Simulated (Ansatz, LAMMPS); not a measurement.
# Free surface of ionic liquid Pyr13+ acetate, from a frame at 300 K (136 atoms): geometry optimisation

How does free surface of ionic liquid Pyr13+ acetate, from a frame at 300 K (136 atoms) relax, and what do bonds, charges and levels look like afterwards?

Calculated with Ansatz 0.2.0; Kohn-Sham DFT, PBE+D4, PAW (set soft_2), plane waves.

## Step 1: Set-up

The cell holds 136 atoms: 40 C, 4 N, 84 H and 8 O. Its edges and angles: a = 10.527 Å, b = 10.527 Å, c = 23.147 Å, α = 90.0°, β = 90.0°, γ = 90.0°. 4 Pyr13+, 4 acetate placed at random, at 1.01 g/cm³, as a film with 12 Å of vacuum; overlaps pushed apart, then 10 ps at 340 K with MMFF94 bonds, angles, torsions, charges and radii (Halgren, J. Comput. Chem. 17, 490 (1996)) in harmonic and 12-6 forms; charges of ions scaled by 0.8. Snapshot after 30 ps at 300 K and fixed volume. Vacuum lies along c.

Before any run, some limits are plain. The network of contacts between molecules at the start is that of the classical potential that made the cell. Only the Γ point is sampled, in a cell whose shortest periodic width is 11 Å.

## Step 2: Single point at the start

The forces at the start show how far the geometry lies from a minimum of this functional.

Input file input.yaml:

```yaml
crystal:
  lattice:
    - [10.52695, 0.0, 0.0]
    - [0.0, 10.52695, 0.0]
    - [0.0, 0.0, 23.14739]
  atoms:
    - { symbol: C, position: [0.91846, 0.833, 0.73428] }
    - { symbol: C, position: [0.84038, 0.82213, 0.67756] }
    - { symbol: C, position: [0.9288, 0.83907, 0.62794] }
    - { symbol: "N", position: [0.85465, 0.83992, 0.57229] }
    [... 126 atom lines left out ...]
    - { symbol: C, position: [0.3263, 0.34328, 0.30092] }
    - { symbol: O, position: [0.40457, 0.42076, 0.3208] }
    - { symbol: O, position: [0.29665, 0.23677, 0.32306] }
    - { symbol: H, position: [0.26231, 0.35167, 0.2129] }
    - { symbol: H, position: [0.25596, 0.49568, 0.24999] }
    - { symbol: H, position: [0.13894, 0.38534, 0.2658] }
kpoints:
  mp_grid: { grid: [1, 1, 1] }
hamiltonian:
  xc: pbe
  dispersion: d4
scf:
  occupations: { method: fixed }
output:
  forces: true
  populations: intrinsic
  dos:
    method: { smearing: { sigma: 0.08 } }
    de: 0.1
    projected: { site_lists: { C: [C], H: [H], "N": ["N"], O: [O] } }
  eigenvalues: true
```

The run is started by

```console
ansatz run input.yaml --threads 4 --pin off --max-ram 8192MiB --backend cpu --events-out ev --progress --plain --runs-dir out
```

It took 30 s on 4 threads of Arm Neoverse V1, shared host; peak memory 2.5 GiB.

Numbers from this run:

```
free energy                                      : -17459.2097 eV
free energy per atom                             : -128.3765 eV/atom
SCF cycles                                       : 10
r.m.s. force component                           : 0.8112 eV/Å
longest force                                    : 3.234 eV/Å
Fermi energy                                     : -1.656 eV
gap (highest filled to lowest empty level) : 2.926 eV
```

The r.m.s. force component of 0.81 eV/Å sets the starting point.

Neighbours are counted within 1.34 Å (H-C), 1.85 Å (C-C), 1.68 Å (C-O), 1.79 Å (C-N).

Length of the force by element and coordination:

```csv
element,coordination,atoms,mean length of the force (eV/Å),spread,least,most
C,all,40,1.79,0.813,0.0901,3.23
C,3,4,1.49,0.684,0.812,2.29
C,4,36,1.82,0.819,0.0901,3.23
H,all,84,0.884,0.407,0.0732,2.26
N,all,4,1.77,0.793,0.917,2.90
O,all,8,1.38,0.696,0.362,2.45
```

## Step 3: Relaxation

With the cell held, the atoms are moved downhill towards a nearby minimum.

input.yaml, the sections that differ from step 2:

```yaml
output:
  forces: true
relax:
  f_tol: 0.05
  max_steps: 200
# crystal, kpoints, hamiltonian, scf: as in step 2
```

The job ended after 14 min (4 threads; peak memory 2.3 GiB).

Step by step (22 of 72):

```csv
step,energy less that of the first step (eV),largest force component (eV/Å)
1,0.0000,2.9090
4,-4.7816,1.1557
8,-5.1929,0.7126
11,-5.3454,0.9142
15,-5.5571,0.7044
18,-5.6411,0.3660
21,-5.6980,0.1777
25,-5.7902,0.3175
28,-5.8714,0.3813
31,-5.9051,1.0715
35,-5.9897,0.7121
38,-6.0210,0.1189
42,-6.0825,0.2267
45,-6.0805,0.5850
48,-6.1091,0.4946
52,-6.1465,0.1704
55,-6.1703,0.1196
58,-6.1839,0.0553
62,-6.2005,0.0873
65,-6.2087,0.0552
69,-6.2150,0.1957
72,-6.2177,0.0362
```

Relaxation steps 31, 37, 43, 45, 48, 56, 60, 67 were tried and not accepted.

The atoms that moved most (Å):

```csv
atom,dx,dy,dz,length
H22,0.861,-2.032,-2.412,3.269
H127,2.055,1.303,-2.044,3.178
H25,2.312,-1.228,-1.217,2.887
H66,-0.385,-2.322,-1.556,2.821
H24,2.189,-0.953,-1.018,2.595
H11,-2.279,0.898,-0.683,2.543
H64,0.636,-2.356,-0.483,2.487
O126,1.823,1.012,1.273,2.443
```

The relaxation changed the energy by -45.7 meV/atom, and atoms moved by 1.5 Å r.m.s., 3.3 Å at most.

## Step 4: Distances and neighbours after relaxation

Bonds before and after, by the cutoffs listed below:

```csv
pair,bonds before,bonds after,mean before (Å),mean after (Å),spread before (Å),spread after (Å)
H-C,84,84,1.101,1.098,0.028,0.002
C-C,24,24,1.515,1.527,0.029,0.009
C-O,8,8,1.253,1.268,0.011,0.003
C-N,16,16,1.505,1.521,0.036,0.017
```

Normalised to the volume that the atoms fill. Pair distribution functions g(r), in bins of 0.2 Å:

```csv
r (Å),total,H-H,H-C,H-O,H-N,C-C,C-O
1.00,4.42,0.00,12.20,0.00,0.00,0.00,0.00
1.20,0.89,0.00,1.50,0.00,0.00,0.00,9.85
1.40,0.10,0.00,0.00,0.00,0.00,0.00,0.00
1.60,1.10,0.00,0.00,0.00,0.00,8.25,0.00
1.80,1.30,3.42,0.00,0.00,0.00,0.00,0.00
2.00,0.14,0.08,0.00,0.00,3.10,0.00,0.00
2.20,2.30,0.73,3.85,1.76,12.10,0.00,0.00
2.40,1.46,1.80,0.41,1.48,0.00,3.75,2.78
2.60,1.31,1.67,1.07,2.12,0.00,1.00,0.00
2.80,1.30,1.19,1.57,2.31,3.08,0.00,0.00
3.00,0.96,1.27,0.79,1.80,0.64,0.44,0.00
3.20,0.95,0.78,1.16,1.48,0.00,0.41,2.49
3.40,1.23,0.75,1.80,1.09,1.34,0.68,2.75
3.60,0.95,1.14,0.82,0.73,0.58,0.73,2.33
3.80,1.01,1.16,0.65,1.52,0.00,1.43,1.80
4.00,0.93,0.86,0.96,1.36,0.23,1.00,1.25
4.20,1.04,1.07,0.97,1.18,1.41,1.04,1.13
4.40,1.09,1.15,1.00,1.08,1.09,1.32,0.81
4.60,1.02,1.03,0.95,1.27,1.07,1.07,0.86
4.80,1.01,1.02,1.04,1.12,1.25,0.86,0.79
5.00,1.10,0.94,1.15,1.03,1.07,1.34,1.59
5.20,1.06,0.99,1.07,1.24,1.05,1.06,1.55
5.40,1.10,1.08,1.07,1.30,1.23,1.05,1.09
5.60,0.97,0.81,0.99,1.39,0.79,1.02,1.58
5.80,0.99,0.97,0.91,1.04,1.24,1.15,0.66
6.00,1.01,0.98,1.03,1.13,0.90,0.94,1.21
6.20,1.02,0.95,1.04,1.01,1.14,1.00,1.09
6.40,0.96,0.98,0.98,0.67,1.20,1.00,0.77
```

Bonds by pair of elements; cutoffs follow the first minimum of g(r), held within bounds set by covalent radii, and pairs that aren't listed don't count as bonded:

```csv
pair A-B,cutoff (Å),bonds,mean length (Å),spread (Å),shortest (Å),B about A,A about B
H-C,1.34,84,1.10,0.002,1.09,1,2.1
C-C,1.85,24,1.53,0.009,1.51,1.2,1.2
C-O,1.68,8,1.27,0.003,1.26,0.2,1
C-N,1.79,16,1.52,0.017,1.50,0.4,4
```

How many atoms have how many bonded neighbours:

```csv
element,mean,1,3,4
C,3.9,0,4,36
H,1,84,0,0
N,4,0,0,4
O,1,8,0,0
```

Bond angles (no mean is given where the spread exceeds 20°):

```csv
angle,count,mean (°),spread (°)
C-C-H,96,111,1.6
H-C-H,60,109,1.5
H-C-N,36,108,1.4
C-N-C,24,110,2.2
C-C-C,12,105,3.2
```

Bond length by coordination (bonds to H left out):

```csv
element,coordination,atoms,mean bond length (Å)
C,3,4,1.36
C,4,36,1.52
```

Counting bonds as in the table, 90 % of C atoms have 4, all H atoms have 1, all N atoms have 4 and all O atoms have 1 bonded neighbour. The C-C-H angle averages 111° with a spread of 1.6°.

## Step 5: Single point at the relaxed geometry

The electronic structure is read at the final geometry, in a run of its own.

Input file input.yaml:

```yaml
crystal:
  lattice:
    - [10.52695, 0.0, 0.0]
    - [0.0, 10.52695, 0.0]
    - [0.0, 0.0, 23.14739]
  atoms:
    - { symbol: C, position: [0.75003, 0.90688, 0.70648] }
    - { symbol: C, position: [0.7427, 0.86306, 0.64355] }
    - { symbol: C, position: [0.8523, 0.92011, 0.6095] }
    - { symbol: "N", position: [0.86239, 0.87715, 0.54716] }
    [... 126 atom lines left out ...]
    - { symbol: C, position: [0.28943, 0.32997, 0.33843] }
    - { symbol: O, position: [0.35383, 0.43128, 0.34044] }
    - { symbol: O, position: [0.29213, 0.23974, 0.37472] }
    - { symbol: H, position: [0.25246, 0.32667, 0.24582] }
    - { symbol: H, position: [0.12778, 0.39159, 0.2872] }
    - { symbol: H, position: [0.15075, 0.22302, 0.28627] }
kpoints:
  mp_grid: { grid: [1, 1, 1] }
hamiltonian:
  xc: pbe
  dispersion: d4
scf:
  occupations: { method: fixed }
output:
  forces: true
  populations: intrinsic
  dos:
    method: { smearing: { sigma: 0.08 } }
    de: 0.1
    projected: { site_lists: { C: [C], H: [H], "N": ["N"], O: [O] } }
  eigenvalues: true
  write_density: true
  write_potential: true
  volumetric_format: npy
  elf: true
```

It took 31 s on 4 threads; peak memory 2.5 GiB; 2 min of CPU time.

The program notes that the exchange-correlation potential is rough where the density is thin.

Read from the output:

| Item | Value |
| --- | --- |
| free energy | -17465.4274 eV |
| free energy per atom | -128.4223 eV/atom |
| SCF cycles | 9 |
| r.m.s. force component | 0.00529 eV/Å |
| longest force | 0.03733 eV/Å |
| Fermi energy | -1.912 eV |
| gap (highest filled to lowest empty level) | 3.278 eV |

Intrinsic-atomic-orbital charges by element and coordination:

```csv
element,coordination,atoms,mean charge (e),spread,least,most
C,all,40,-0.271,0.286,-0.615,0.506
C,3,4,0.506,4.0e-4,0.505,0.506
C,4,36,-0.358,0.127,-0.615,-0.221
H,all,84,0.186,0.0145,0.157,0.218
N,all,4,0.0878,0.0018,0.0854,0.0901
O,all,8,-0.638,0.0061,-0.643,-0.624
```

Density of states as counts of states in windows of 1 eV (from the Fermi level), total and the larger projections:

```csv
from (eV),to (eV),total,C p,H s,O p
-10,-9,6.2,2.0,2.0,0.0
-9,-8,16.0,8.8,3.4,0.1
-8,-7,22.2,11.3,4.7,1.8
-7,-6,25.4,15.7,6.6,0.7
-6,-5,44.2,24.1,10.2,6.2
-5,-4,46.8,29.0,11.9,2.7
-4,-3,37.4,19.7,11.4,5.0
-3,-2,0.0,0.0,0.0,0.0
-2,-1,5.1,0.1,0.0,5.0
-1,0,18.3,1.6,0.3,15.9
0,1,0.6,0.0,0.0,0.5
1,3,0.0,0.0,0.0,0.0
3,4,5.8,0.4,1.6,0.0
4,5,32.0,4.7,7.7,1.3
```

The curve was stored every 0.100 eV, coarse against its broadening of 0.08 eV, so these counts are rough.

With fixed occupations the program's Fermi level is the highest filled level; weight inside the gap is the broadening of levels at its edges.

Between -21 and -10 eV lie 90 more states.

The levels nearest the highest filled one (over half full), pooled over k-points and spins:

```csv
level less the highest filled one (eV),occupation
-0.456,2
-0.296,2
-0.270,2
-0.241,2
-0.149,2
0,2
3.28,0
3.38,0
4.01,0
4.08,0
4.25,0
4.35,0
```

Planar average of the electrostatic potential energy along the normal, with the Fermi level as zero, after a running mean with a triangular window 4 Å wide at its base:

```csv
height (Å),potential energy (eV)
0.0,4.23
0.7,4.21
1.3,4.20
2.0,4.19
2.6,4.16
3.3,4.05
3.9,3.86
4.6,3.38
5.2,2.73
5.9,1.71
6.5,0.67
7.2,-0.39
8.0,-1.09
8.5,-1.15
9.3,-0.71
9.8,-0.33
10.6,0.00
11.1,-0.24
11.9,-0.77
12.4,-1.07
13.2,-0.83
13.7,-0.17
14.5,0.81
15.0,1.49
15.8,2.23
16.5,2.92
17.1,3.46
17.8,3.95
18.4,4.17
19.1,4.28
19.7,4.29
20.4,4.28
21.0,4.27
21.7,4.25
22.3,4.24
23.0,4.23
```

Mean intrinsic-atomic-orbital charges: C -0.27, H +0.19, N +0.09, O -0.64 e. The potential slopes across the vacuum by 0.018 eV/Å: the slab bears a dipole, and with periodic images along the normal there is no flat vacuum level to read.

1 further run on a deliberately doubtful input is not shown.

## Step 6: Outcome

| Item | Value |
| --- | --- |
| energy change in the relaxation | -45.72 meV/atom |
| r.m.s. displacement | 1.494 Å |
| largest displacement | 3.269 Å |
| free energy per atom | -128.4223 eV/atom |
| r.m.s. force component | 0.00529 eV/Å |
| gap (highest filled to lowest empty level) | 3.278 eV |
| wall time of the 4 DFT runs, those left out included | 15 min |

What this shows: Relaxation lowers the energy by 45.7 meV/atom and moves atoms by 1.5 Å r.m.s.; the r.m.s. force component goes from 0.81 to 0.0053 eV/Å, and the gap from 2.93 to 3.28 eV. By the final cutoffs no bond was broken or made. From the first step to the last the energy fell by 6.218 eV, and the largest move was 3.27 Å (H22). The C-N bonds go from 1.505 Å (spread 0.036) to 1.521 Å (spread 0.017). Counting bonds as in the table, 90 % of C atoms have 4, all H atoms have 1, all N atoms have 4 and all O atoms have 1 bonded neighbour. Between filled and empty levels lie 3.28 eV (at Γ alone); a semilocal functional tends to put such gaps too low.

Caveats: The network of contacts between molecules at the start is that of the classical potential that made the cell; in DFT atoms moved by 1.5 Å r.m.s. The slab bears a dipole and has periodic images along its normal, so a spurious field crosses the vacuum.

[Logs are printed without paths, hosts, clocks, repeated set-up lines and the standing remarks that a program may print on its own settings, such as how far it seeks lower states.]

[Hosts, paths, dates, database ids (printed as entryN), source tags and the programs' standing remarks are cut or masked in the printed files.]

[The MMFF94 radii named for the starting cell were scaled by 0.96; in molecules described by MMFF94, hydrogen bound to N, O or S took a small fixed 12-6 site in their place.]
